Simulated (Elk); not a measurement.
**Double counting and the size of U in MnO2**

Aim: see how the moments of MnO2 follow the form and size of the Hubbard term.

Calculated with Elk 11.2.3 (patched build); LDA (Perdew-Wang); all-electron APW+lo, Dirac cores, scalar-relativistic bands.

## 1. Set-up

The structure is trigonal, space group P-3m1 (No. 164). Conventional cell: a = 2.857 Å, b = 2.857 Å, c = 4.601 Å, α = 90.00°, β = 90.00°, γ = 120.00°. Nearest to Mn lie 6 O at 1.90 Å. Nearest to O lie 3 Mn at 1.90 Å. Farther neighbours and most contacts between anions are not listed.

Structure file:

```cif
data_structure
_symmetry_space_group_name_H-M 'P-3m1'
_symmetry_Int_Tables_number 164
_cell_length_a 2.8566
_cell_length_b 2.8566
_cell_length_c 4.6014
_cell_angle_alpha 90.000
_cell_angle_beta 90.000
_cell_angle_gamma 120.000
_cell_volume 32.52
loop_
_atom_site_label
_atom_site_type_symbol
_atom_site_symmetry_multiplicity
_atom_site_Wyckoff_symbol
_atom_site_fract_x
_atom_site_fract_y
_atom_site_fract_z
_atom_site_occupancy
Mn1 Mn 1 b 0.00000 0.00000 0.50000 1
O1 O 2 d 0.66667 0.33333 0.29371 1
```

The cell comes from a database of computed structures and need not be the stable phase.

## 2. No U

The run without a Hubbard term is the reference.

The last three numbers of an atom's line are a seed field in its sphere. It points against the wanted moment and shrinks by the factor reducebf each loop.

Contents of elk.in:

```
tasks
  0
  15

xctype
  3

rgkmax
  7.0

nempty
  12

swidth
  0.003

reducebf
  0.6

epsengy
  1e-05

maxscl
  100

lmaxi
  3

spinpol
  .true.

sppath
  './'

avec
  5.39815041454 0.00000000000 0.00000000000
  -2.69907520727 4.67493539259 0.00000000000
  0.00000000000 0.00000000000 8.69533676828

atoms
  2
  'Mn.in'
  1
  0.0000000000 0.0000000000 0.5000000000   0.000000 0.000000 -0.675000
  'O.in'
  2
  0.6666666700 0.3333333300 0.2937074300   0.000000 0.000000 0.000000
  0.3333333300 0.6666666700 0.7062925700   0.000000 0.000000 0.000000

ngridk
  8 8 4
```

The run is started by

```bash
> OMP_NUM_THREADS=2 elk
```

Numbers of over 12 decimals in the logs are rounded to 6 here.

What it wrote:

```text
┌─────────────────────────┐
│ Elk code version 11.2.3 │
└─────────────────────────┘

All units are atomic (Hartree, Bohr, etc.)

┌─────────────────────────────────────────────────┐
│ Ground-state run starting from atomic densities │
└─────────────────────────────────────────────────┘

Lattice vectors :
   5.398150415       0.000000000       0.000000000
  -2.699075207       4.674935393       0.000000000
   0.000000000       0.000000000       8.695336768

Species : 1 (Mn)
 parameters loaded from : Mn.in
 name : manganese
 nuclear charge    :   -25.00000000
 electronic charge :    25.00000000
 atomic mass :    100145.9370
 muffin-tin radius :    2.026268672
 number of radial points in muffin-tin :    497
 inner part over the whole radius :   0.9986718747E-02
 number on inner part of muffin-tin    :    349
 approximate nuclear radius :   0.7074591925E-04
 number of mesh points to nuclear radius :    167
 atomic positions (lattice), magnetic fields (Cartesian) :
  1 :   0.00000000  0.00000000  0.00000000    0.00000000  0.00000000 -0.67500000

Species : 2 (O)
 parameters loaded from : O.in
 name : oxygen
 nuclear charge    :   -8.000000000
 electronic charge :    8.000000000
 atomic mass :    29165.12205
 muffin-tin radius :    1.519701504
 number of radial points in muffin-tin :    297
 inner part over the whole radius :   0.9751589621E-02
 number on inner part of muffin-tin    :    203
 approximate nuclear radius :   0.5115538663E-04
 number of mesh points to nuclear radius :     88
 atomic positions (lattice), magnetic fields (Cartesian) :
  1 :  -0.33333333  0.33333333 -0.20629257    0.00000000  0.00000000  0.00000000
  2 :   0.33333333 -0.33333333  0.20629257    0.00000000  0.00000000  0.00000000

Total number of atoms per unit cell :    3
Total muffin-tin volume :    64.25127233
 ratio of muffin-tin to unit cell volume :   0.2928024663

Spin treatment :
 spin-polarised
 global magnetic field (Cartesian) :    0.000000000       0.000000000       0.000000000
 collinear magnetisation in z-direction

Number of Bravais lattice symmetries :   24
Number of crystal symmetries         :   12
Crystal has inversion symmetry
Real symmetric eigensolver will be used

k-point grid :      8     8     4
k-point offset :    0.000000000       0.000000000       0.000000000
k-point set is reduced with full crystal symmetry group
Total number of k-points :       35

Muffin-tin radius times maximum |G+k| :    7.000000000
 using average radius
Maximum |G+k| for APW functions       :    4.145550941
Maximum (1/2)|G+k|²                   :    8.592796303
Maximum |G| for potential and density :    12.00000000
Constant for pseudocharge density :    6
 order of it for each species :   13  13
 order of it for pair densities of each species (exact exchange by exxq0 0: 13) :   13   7
Radial integration step length :    1

G-vector grid sizes :     21    21    35
Number of G-vectors :     6411

Maximum angular momentum used for
 APW functions            :    8
 outer part of muffin-tin :    6
 inner part of muffin-tin :    3

Number of empty states         :     36
Total number of valence states :    100
Total number of core states    :     14

Third-order local-orbitals added for an l without core states : T
Total number of local-orbitals :     39

Exchange-correlation functional :      3     0     0
 Perdew-Wang/Ceperley-Alder, Phys. Rev. B 45, 13244 (1992)
 gradient requirement :    0
 local density approximation (LDA)

Smearing type :    3
 Fermi-Dirac
Smearing width :   0.3000000000E-02
Effective electronic temperature (K) :    947.3250744

Mixing type :    3
 Broyden mixing, J. Phys. A: Math. Gen. 17, L317 (1984)

Kohn-Sham potential initialised from atomic data

┌──────────────────────────────┐
│ Self-consistent loop started │
└──────────────────────────────┘

┌─────────────────┐
│ Loop number : 1 │
└─────────────────┘

Energies :
 Fermi                       :     0.96788946741872E-01
 sum of occupied eigenvalues :     -754.77404850222
 electron kinetic            :      1316.1910450875
 core electron kinetic       :      1165.8935671629
 Coulomb                     :     -2556.1972342730
 Coulomb potential           :     -1989.3337643407
 nuclear-nuclear             :     -183.37021660602
 electron-nuclear            :     -2762.0988042654
 Hartree                     :      389.27178659843
 Madelung                    :     -1561.5303521026
 xc potential                :     -81.494698899945
 xc effective B-field        :    -0.164265
 external B-field            :      0.000000
 exchange                    :     -62.905168910533
 correlation                 :     -3.234187
 electron entropic           :    -0.75794005145229E-04
 total energy                :     -1306.1456212559
 (external B-field energy excluded from total)

Density of states at Fermi energy :    1.392356551
 (states/Hartree/unit cell)

Estimated indirect band gap :   0.2278686887E-01
 from k-point 26 to k-point 26
Estimated direct band gap   :   0.2278686887E-01
 at k-point 26

Charges :
 core                        :    14.00000000
 valence                     :    27.00000000
 interstitial                :    4.095014710
 muffin-tins (core leakage)
  species : 1 (Mn)
   atom 1                    :    22.16099584     ( -0.3441665894E-05)
  species : 2 (O)
   atom 1                    :    7.371994727     ( -0.4002093872E-05)
   atom 2                    :    7.371994727     ( -0.4002093872E-05)
 total in muffin-tins        :    36.90498529
 total calculated charge     :    40.99805916
 total charge                :    41.00000000
 error                       :   0.1940837038E-02

Moments :
 interstitial                :   0.2172781479
 muffin-tins
  species : 1 (Mn)
   atom 1                    :    2.722088272
  species : 2 (O)
   atom 1                    :   0.2816104856E-01
   atom 2                    :   0.2816104856E-01
 total in muffin-tins        :    2.778410369
 total moment                :    2.995688517

[... earlier loops left out ...]

┌──────────────────┐
│ Loop number : 18 │
└──────────────────┘

Energies :
 Fermi                       :     0.156785
 sum of occupied eigenvalues :     -751.49811234310
 electron kinetic            :      1319.4077196188
 core electron kinetic       :      1165.9718251270
 Coulomb                     :     -2559.3753996643
 Coulomb potential           :     -1983.3519779416
 nuclear-nuclear             :     -183.37021660602
 electron-nuclear            :     -2774.4605071958
 Hartree                     :      398.45532413752
 Madelung                    :     -1567.6994106935
 xc potential                :     -87.396192708619
 xc effective B-field        :    -0.157661
 external B-field            :      0.000000
 exchange                    :     -62.982326897171
 correlation                 :     -3.234117
 electron entropic           :    -0.86548850872708E-04
 total energy                :     -1306.1842105831
 (external B-field energy excluded from total)

Density of states at Fermi energy :    2.065713486
 (states/Hartree/unit cell)

Estimated indirect band gap :   0.1467048124E-01
 from k-point 27 to k-point 26
Estimated direct band gap   :   0.1599240808E-01
 at k-point 26

Charges :
 core                        :    14.00000000
 valence                     :    27.00000000
 interstitial                :    4.258083689
 muffin-tins (core leakage)
  species : 1 (Mn)
   atom 1                    :    23.01264003     ( -0.3441686347E-05)
  species : 2 (O)
   atom 1                    :    6.864638138     ( -0.3998949059E-05)
   atom 2                    :    6.864638138     ( -0.3998949059E-05)
 total in muffin-tins        :    36.74191631
 total calculated charge     :    40.99826139
 total charge                :    41.00000000
 error                       :   0.1738613178E-02

Moments :
 interstitial                :   0.1649842338
 muffin-tins
  species : 1 (Mn)
   atom 1                    :    2.716908142
  species : 2 (O)
   atom 1                    :   0.5571891727E-01
   atom 2                    :   0.5571891727E-01
 total in muffin-tins        :    2.828345977
 total moment                :    2.993330211

┌──────────────────────────────┐
│ Self-consistent loop stopped │
└──────────────────────────────┘

Wrote STATE.OUT
```

Elapsed: 1.9 min, on 2 threads of Intel Xeon 6975P-C (Granite Rapids), shared host; peak memory 0.12 GiB; 3.4 min of CPU time.

Spin moment in the muffin-tin sphere by atom:

```
atom  spin moment in the muffin-tin sphere (μB)
 Mn1                                       2.72
  O2                                       0.06
  O3                                       0.06
```

Numbers from this step:

| Item | Value |
| --- | --- |
| density of states at the Fermi level | 0.07591 states/eV/cell |
| moment between the spheres | 0.1650 μB |
| magnetization | 2.993 μB |
| final state | ferromagnetic |

After 18 cycles the largest moment stands at 2.72 μB.

## 3. U = 4.00 eV, J = 0.90 eV on Mn d (fully localised)

Fully localised double counting pushes orbitals towards full or empty, which suits localised shells.

Changes to elk.in since step 2:

```diff
@@ -51 +51,5 @@
   8 8 4
+
+dft+u
+  1 1
+  1 2 0.146997 0.033074
```

The run is started by

```bash
> OMP_NUM_THREADS=2 elk
```

What it wrote:

```text
Warning(gndstate): forces or DFT+U at lmaxo under 8 : 6
  [figures from our tests cut]: type lmaxo 8 and lmaxapw 10

--- INFO.OUT ---
┌─────────────────────────┐
│ Elk code version 11.2.3 │
└─────────────────────────┘

All units are atomic (Hartree, Bohr, etc.)

┌─────────────────────────────────────────────────┐
│ Ground-state run starting from atomic densities │
└─────────────────────────────────────────────────┘

Lattice vectors :
   5.398150415       0.000000000       0.000000000
  -2.699075207       4.674935393       0.000000000
   0.000000000       0.000000000       8.695336768

Species : 1 (Mn)
 muffin-tin radius :    2.026268672
 atomic positions (lattice), magnetic fields (Cartesian) :
  1 :   0.00000000  0.00000000  0.00000000    0.00000000  0.00000000 -0.67500000

Species : 2 (O)
 muffin-tin radius :    1.519701504
 atomic positions (lattice), magnetic fields (Cartesian) :
  1 :  -0.33333333  0.33333333 -0.20629257    0.00000000  0.00000000  0.00000000
  2 :   0.33333333 -0.33333333  0.20629257    0.00000000  0.00000000  0.00000000

Total number of atoms per unit cell :    3
Total muffin-tin volume :    64.25127233
 ratio of muffin-tin to unit cell volume :   0.2928024663

Spin treatment :
 spin-polarised
 global magnetic field (Cartesian) :    0.000000000       0.000000000       0.000000000
 collinear magnetisation in z-direction

Number of Bravais lattice symmetries :   24
Number of crystal symmetries         :   12
Crystal has inversion symmetry
Real symmetric eigensolver will be used

k-point grid :      8     8     4
k-point offset :    0.000000000       0.000000000       0.000000000
k-point set is reduced with full crystal symmetry group
Total number of k-points :       35

Muffin-tin radius times maximum |G+k| :    7.000000000
 using average radius
Maximum |G+k| for APW functions       :    4.145550941
Maximum (1/2)|G+k|²                   :    8.592796303
Maximum |G| for potential and density :    12.00000000
Constant for pseudocharge density :    6
 order of it for each species :   13  13
 order of it for pair densities of each species (exact exchange by exxq0 0: 13) :   13   7
Radial integration step length :    1

G-vector grid sizes :     21    21    35
Number of G-vectors :     6411

Maximum angular momentum used for
 APW functions            :    8
 outer part of muffin-tin :    6

Number of empty states         :     36
Total number of valence states :    100
Total number of core states    :     14

Third-order local-orbitals added for an l without core states : T
Total number of local-orbitals :     39

Exchange-correlation functional :      3     0     0
 Perdew-Wang/Ceperley-Alder, Phys. Rev. B 45, 13244 (1992)
 gradient requirement :    0
 local density approximation (LDA)

DFT+U calculation
 fully localised limit (FLL)
 see Phys. Rev. B 52, R5467 (1995)
 species : 1 (Mn), l = 2, U =   0.14699700, J =   0.03307400

Smearing type :    3
 Fermi-Dirac
Smearing width :   0.3000000000E-02
Effective electronic temperature (K) :    947.3250744

Mixing type :    3
 Broyden mixing, J. Phys. A: Math. Gen. 17, L317 (1984)

Kohn-Sham potential initialised from atomic data

┌──────────────────────────────┐
│ Self-consistent loop started │
└──────────────────────────────┘

[... earlier loops left out ...]

┌──────────────────┐
│ Loop number : 28 │
└──────────────────┘

Energies :
 Fermi                       :     0.161818
 sum of occupied eigenvalues :     -751.79027561680
 electron kinetic            :      1319.3673960953
 core electron kinetic       :      1165.9578249928
 Coulomb                     :     -2559.4341880590
 Coulomb potential           :     -1983.5868920686
 nuclear-nuclear             :     -183.37021660602
 electron-nuclear            :     -2774.3370468714
 Hartree                     :      398.27307541838
 Madelung                    :     -1567.6407420247
 xc potential                :     -87.397947397665
 xc effective B-field        :    -0.172832
 external B-field            :      0.000000
 exchange                    :     -62.995779294793
 correlation                 :     -3.233085
 DFT+U                       :     0.184324
 electron entropic           :    -0.11860683895646E-07
 total energy                :     -1306.1113321709
 (external B-field energy excluded from total)

Density of states at Fermi energy :   0.8378226810E-04
 (states/Hartree/unit cell)

Estimated indirect band gap :   0.7996182227E-01
 from k-point 27 to k-point 26
Estimated direct band gap   :   0.8515665416E-01
 at k-point 26

Charges :
 core                        :    14.00000000
 valence                     :    27.00000000
 interstitial                :    4.263841595
 muffin-tins (core leakage)
  species : 1 (Mn)
   atom 1                    :    22.97556511     ( -0.3441686941E-05)
  species : 2 (O)
   atom 1                    :    6.880296648     ( -0.3998412961E-05)
   atom 2                    :    6.880296648     ( -0.3998412961E-05)
 total in muffin-tins        :    36.73615840
 total calculated charge     :    40.99823778
 total charge                :    41.00000000
 error                       :   0.1762216212E-02

Moments :
 interstitial                :   0.1414397906
 muffin-tins
  species : 1 (Mn)
   atom 1                    :    2.823102227
  species : 2 (O)
   atom 1                    :   0.1768819553E-01
   atom 2                    :   0.1768819553E-01
 total in muffin-tins        :    2.858478618
 total moment                :    2.999918409

┌──────────────────────────────┐
│ Self-consistent loop stopped │
└──────────────────────────────┘

Warning : forces or DFT+U at lmaxo under 8 : 6

Wrote STATE.OUT
```

Run time: 3.5 min. Hardware: 2 threads; peak memory 0.1 GiB; 6 min of CPU time.

Spin moment in the muffin-tin sphere by atom:

```
atom  spin moment in the muffin-tin sphere (μB)
 Mn1                                       2.82
  O2                                       0.02
  O3                                       0.02
```

Numbers from this step:

```yaml
density_of_states_at_the_fermi_level: 3.08e-6 states/eV/cell
moment_between_the_spheres: 0.1414 μB
magnetization: 3.000 μB
final_state: ferromagnetic
```

The largest spin moment is +0.11 μB from that of the first run.

FDU.OUT:

```text

   1   2 : species, l
  0.1469970000     : F^(0)
  0.2849452308     : F^(2)
  0.1780907692     : F^(4)
  0.1469970000     : U
  0.3307400000E-01 : J
```

In eV, for the first corrected species: U = 4.00, J = 0.90.

## 4. U = 2.00 eV, J = 0.90 eV on Mn d (fully localised)

The same form with other values shows how far the result hangs on them.

Changes to elk.in since step 3:

```diff
@@ -54,2 +54,2 @@
   1 1
-  1 2 0.146997 0.033074
+  1 2 0.073499 0.033074
```

The run is started by

```bash
> OMP_NUM_THREADS=2 elk
```

What it wrote:

```text
Warning(gndstate): forces or DFT+U at lmaxo under 8 : 6
  [figures from our tests cut]: type lmaxo 8 and lmaxapw 10

--- INFO.OUT ---
┌─────────────────────────┐
│ Elk code version 11.2.3 │
└─────────────────────────┘

All units are atomic (Hartree, Bohr, etc.)

┌─────────────────────────────────────────────────┐
│ Ground-state run starting from atomic densities │
└─────────────────────────────────────────────────┘

Lattice vectors :
   5.398150415       0.000000000       0.000000000
  -2.699075207       4.674935393       0.000000000
[...]
total calculated charge     :    40.99824428
 total charge                :    41.00000000
 error                       :   0.1755716406E-02

Moments :
 interstitial                :   0.1616144407
 muffin-tins
  species : 1 (Mn)
   atom 1                    :    2.709927392
  species : 2 (O)
   atom 1                    :   0.6414882276E-01
   atom 2                    :   0.6414882276E-01
 total in muffin-tins        :    2.838225038
 total moment                :    2.999839478

┌──────────────────────────────┐
│ Self-consistent loop stopped │
└──────────────────────────────┘

Warning : forces or DFT+U at lmaxo under 8 : 6

Wrote STATE.OUT

[key lines of the parts left out:]
total energy                :     -1306.1623808877
```

Elapsed: 2.8 min, on 2 threads; peak memory 0.12 GiB.

Read from the output:

| Item | Value |
| --- | --- |
| density of states at the Fermi level | 7.91e-4 states/eV/cell |
| moment between the spheres | 0.1616 μB |
| magnetization | 3.000 μB |
| final state | ferromagnetic |
| largest moment | 2.710 μB |

The largest spin moment is -0.01 μB from that of the first run.

## 5. U = 4.00 eV, J = 0.90 eV on Mn d (around mean field)

Around-mean-field double counting counts from equal filling of a spin's orbitals, which suits more itinerant shells.

Changes to elk.in since step 4:

```diff
@@ -53,3 +53,3 @@
 dft+u
-  1 1
-  1 2 0.073499 0.033074
+  2 1
+  1 2 0.146997 0.033074
```

The run is started by

```bash
> OMP_NUM_THREADS=2 elk
```

What it wrote:

```text
Warning(gndstate): forces or DFT+U at lmaxo under 8 : 6
  [figures from our tests cut]: type lmaxo 8 and lmaxapw 10

--- INFO.OUT ---
┌─────────────────────────┐
│ Elk code version 11.2.3 │
└─────────────────────────┘

All units are atomic (Hartree, Bohr, etc.)

┌─────────────────────────────────────────────────┐
│ Ground-state run starting from atomic densities │
└─────────────────────────────────────────────────┘

Lattice vectors :
   5.398150415       0.000000000       0.000000000
  -2.699075207       4.674935393       0.000000000
[...]
total calculated charge     :    40.99823456
 total charge                :    41.00000000
 error                       :   0.1765441388E-02

Moments :
 interstitial                :  -0.1953017022
 muffin-tins
  species : 1 (Mn)
   atom 1                    :   -2.415455182
  species : 2 (O)
   atom 1                    :  -0.1944940828
   atom 2                    :  -0.1944940828
 total in muffin-tins        :   -2.804443348
 total moment                :   -2.999745050

┌──────────────────────────────┐
│ Self-consistent loop stopped │
└──────────────────────────────┘

Warning : forces or DFT+U at lmaxo under 8 : 6

Wrote STATE.OUT

[key lines of the parts left out:]
total energy                :     -1306.2141045023
```

Elapsed: 2.3 min, on 2 threads; peak memory 0.11 GiB.

This step gave:

| Item | Value |
| --- | --- |
| density of states at the Fermi level | 0.001732 states/eV/cell |
| moment between the spheres | -0.1953 μB |
| magnetization | -3.000 μB |
| final state | ferromagnetic |
| largest moment | 2.415 μB |

The seeded moments ended reversed as a whole, which leaves the pattern as it was.

The largest spin moment is -0.30 μB from that of the first run.

[end of part 1 of 2]

[Logs and program files are shortened in this print: banners, set-up blocks, solver, clock and traceback lines can be left out without a mark of their own.]

[Logs are printed without paths, hosts, clocks, repeated set-up lines and the standing remarks that a program may print on its own settings, such as how far it seeks lower states.]

[Hosts, paths, dates, database ids (printed as entryN), source tags and the programs' standing remarks are cut or masked in the printed files.]

[Where a cell is said to come from a database of computed structures, the database is the Materials Project.]
